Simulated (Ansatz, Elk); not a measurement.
# Bonding as seen by X-rays: Be2BiAs2, part 2 of 2

The structure of Be2BiAs2 used here is made up (a known structure type with other elements) and was relaxed beforehand with PBEsol. The aim is the Fourier transform of its all-electron density, F(hkl), set beside the sum over free spherical atoms that refinements use.

Elk 11.2.3 (patched build); all-electron DFT.

So far: Set-up; Ground state and structure factors; The highest occupied states alone.

The structure was built from a prototype and need not be the compound's stable phase.

## (4) Another try

Level of this step: DFT, PBE, all-electron APW+lo, Dirac cores, scalar-relativistic bands, static density, no spin (Elk).

In this try the input is made faulty on purpose, to show what that does.

The input is changed as shown.

File elk.in:

```
tasks
  0
  195

xctype
  20

spinpol
  .false.

rgkmax
  3.5

gmaxvr
  14.0

lmaxo
  7

lmaxapw
  8

swidth
  0.002

tshift
  .false.

ramdisk
  .false.

hmaxvr
  5.5

maxscl
  60

epspot
  1e-06

sppath
  './'

avec
  -3.41520654917 3.41520654917 12.59040585893
  3.41520654917 -3.41520654917 12.59040585893
  3.41520654917 3.41520654917 -12.59040585893

atoms
  3
  'Bi.in'
  1
  0.0000000000 0.0000000000 -0.0000000000   0.000000 0.000000 0.000000
  'As.in'
  2
  0.6434837648 0.6434837648 0.0000000000   0.000000 0.000000 0.000000
  0.3565162352 0.3565162352 0.0000000000   0.000000 0.000000 0.000000
  'Be.in'
  2
  0.7500000000 0.2500000000 0.5000000000   0.000000 0.000000 0.000000
  0.2500000000 0.7500000000 0.5000000000   0.000000 0.000000 0.000000

ngridk
  9 9 9
```

Command:

```sh
$ OMP_NUM_THREADS=4 elk
```

Numbers of over 12 decimals in the logs are rounded to 6 here.

The program printed:

```text
┌─────────────────────────┐
│ Elk code version 11.2.3 │
└─────────────────────────┘

All units are atomic (Hartree, Bohr, etc.)

┌─────────────────────────────────────────────────┐
│ Ground-state run starting from atomic densities │
└─────────────────────────────────────────────────┘

Lattice vectors :
  -3.415206549       3.415206549       12.59040586
   3.415206549      -3.415206549       12.59040586
   3.415206549       3.415206549      -12.59040586

Reciprocal lattice vectors :
 -0.3418778397E-16  0.9198836464      0.2495227468
[...]
atom 2                    :    2.736226683     (  0.1126206838E-02)
 total in muffin-tins        :    149.2420394
 total calculated charge     :    156.9967145
 total charge                :    157.0000000
 error                       :   0.3285483034E-02

┌──────────────────────────────┐
│ Self-consistent loop stopped │
└──────────────────────────────┘

Warning : core states of species 1 leak from the muffin-tin :   0.6788203432E-03

Warning : core states of species 2 leak from the muffin-tin :   0.1460901766E-03

Warning : core states of species 3 leak from the muffin-tin :   0.1126206838E-02

Wrote STATE.OUT
[key lines of the parts left out:]
total energy                :     -26132.875104509
```

Wall time 73 s (4 threads of Arm Neoverse N1, shared host); peak memory 0.22 GiB.

The run finished. A setting was moved off its sound value on purpose, so it serves as a test and not as the result.

The fault put into the input: a cutoff far too low.

Its structure factors differ from the first run's by R = 0.1 %.

## (5) Another functional

The difference from free atoms is small, so it is set against the change that LDA (Perdew-Wang) makes.

elk.in, as its differences from that of step 4:

```diff
@@ -5,3 +5,3 @@
 xctype
-  20
+  3
 
@@ -11,3 +11,3 @@
 rgkmax
-  3.5
+  7.0
 
@@ -35,3 +35,3 @@
 maxscl
-  60
+  120
```

Command:

```sh
$ OMP_NUM_THREADS=4 elk
```

The program printed:

```text
┌─────────────────────────┐
│ Elk code version 11.2.3 │
└─────────────────────────┘

All units are atomic (Hartree, Bohr, etc.)

┌─────────────────────────────────────────────────┐
│ Ground-state run starting from atomic densities │
└─────────────────────────────────────────────────┘

Lattice vectors :
  -3.415206549       3.415206549       12.59040586
   3.415206549      -3.415206549       12.59040586
   3.415206549       3.415206549      -12.59040586

Reciprocal lattice vectors :
 -0.3418778397E-16  0.9198836464      0.2495227468
[...]
atom 2                    :    2.781578529     (  0.1237779512E-02)
 total in muffin-tins        :    149.8774204
 total calculated charge     :    156.9962477
 total charge                :    157.0000000
 error                       :   0.3752273052E-02

┌──────────────────────────────┐
│ Self-consistent loop stopped │
└──────────────────────────────┘

Warning : core states of species 1 leak from the muffin-tin :   0.6658943804E-03

Warning : core states of species 2 leak from the muffin-tin :   0.1421157555E-03

Warning : core states of species 3 leak from the muffin-tin :   0.1237779512E-02

Wrote STATE.OUT
[key lines of the parts left out:]
total energy                :     -26115.385933775
```

The job ended after 60 s (4 threads; peak memory 0.19 GiB).

Against the first run R = 0.04 %; the largest change is +0.051 at 2 2 10.

## (6) A coarser k-mesh

About half the k-points along each axis test the sampling.

elk.in, as its differences from that of step 5:

```diff
@@ -5,3 +5,3 @@
 xctype
-  3
+  20
 
@@ -63,2 +63,2 @@
 ngridk
-  9 9 9
+  4 4 4
```

Command:

```sh
$ OMP_NUM_THREADS=4 elk
```

The program printed:

```text
┌─────────────────────────┐
│ Elk code version 11.2.3 │
└─────────────────────────┘

All units are atomic (Hartree, Bohr, etc.)

┌─────────────────────────────────────────────────┐
│ Ground-state run starting from atomic densities │
└─────────────────────────────────────────────────┘

Lattice vectors :
  -3.415206549       3.415206549       12.59040586
   3.415206549      -3.415206549       12.59040586
   3.415206549       3.415206549      -12.59040586

Reciprocal lattice vectors :
 -0.3418778397E-16  0.9198836464      0.2495227468
[...]
atom 2                    :    2.779232916     (  0.1137316644E-02)
 total in muffin-tins        :    149.8240666
 total calculated charge     :    156.9965436
 total charge                :    157.0000000
 error                       :   0.3456436429E-02

┌──────────────────────────────┐
│ Self-consistent loop stopped │
└──────────────────────────────┘

Warning : core states of species 1 leak from the muffin-tin :   0.6632302224E-03

Warning : core states of species 2 leak from the muffin-tin :   0.1439485918E-03

Warning : core states of species 3 leak from the muffin-tin :   0.1137316644E-02

Wrote STATE.OUT
[key lines of the parts left out:]
total energy                :     -26133.267322743
```

The job ended after 44 s (4 threads; peak memory 0.23 GiB).

Against the first run R = 0.00 %; the largest change is +0.051 at 004.

## (7) Settings against the effect

| run | R against the first run (%) | R against neutral atoms, low angle (%) | wall time |
| --- | --- | --- | --- |
| PBE, rgkmax 7 | 0.00 | 0.26 | 94 s |
| LDA (Perdew-Wang) | 0.04 | 0.26 | 60 s |
| k-mesh 4×4×4 | 0.00 | 0.26 | 44 s |

## (8) What came out

```yaml
r_against_neutral_atoms_sin_theta_lambda_0p3_a_minus1: 0.26 %
r_against_neutral_atoms_0p3_to_0p81_a_minus1: 0.12 %
```

What this shows: Independent neutral atoms miss the calculated amplitudes by R = 0.26 % below 0.3 Å⁻¹ and 0.12 % from there to 0.81 Å⁻¹; by shells, 0.80 % below 0.15 Å⁻¹ (2 forms), 0.22 % 0.15 to 0.3 (11 forms), 0.16 % 0.3 to 0.45 (20 forms), 0.11 % above 0.45 (116 forms). Bonding, aspherical density and the tables' own atoms all enter these figures, and the runs don't part them. The largest change of an amplitude is -0.37 electrons, at 002. The window's part falls from 13.4 electrons at the origin to at most 0.19 between 0.45 and 0.81 Å⁻¹. Below 0.3 Å⁻¹ the changes that finished (LDA (Perdew-Wang) and k-mesh 4×4×4) move F by R = 0.02 % at most, against the 0.26 % that separates it from free atoms. The basis has no finished test. Spin-orbit coupling is left out, which can matter for elements this heavy. Part of the difference isn't bonding: the tables are fits to free atoms and ions calculated by other methods than this functional. Thermal motion, anomalous dispersion and extinction are left out.

[Logs are printed without paths, hosts, clocks, repeated set-up lines and the standing remarks that a program may print on its own settings, such as how far it seeks lower states.]

[Hosts, paths, dates, database ids (printed as entryN), source tags and the programs' standing remarks are cut or masked in the printed files.]
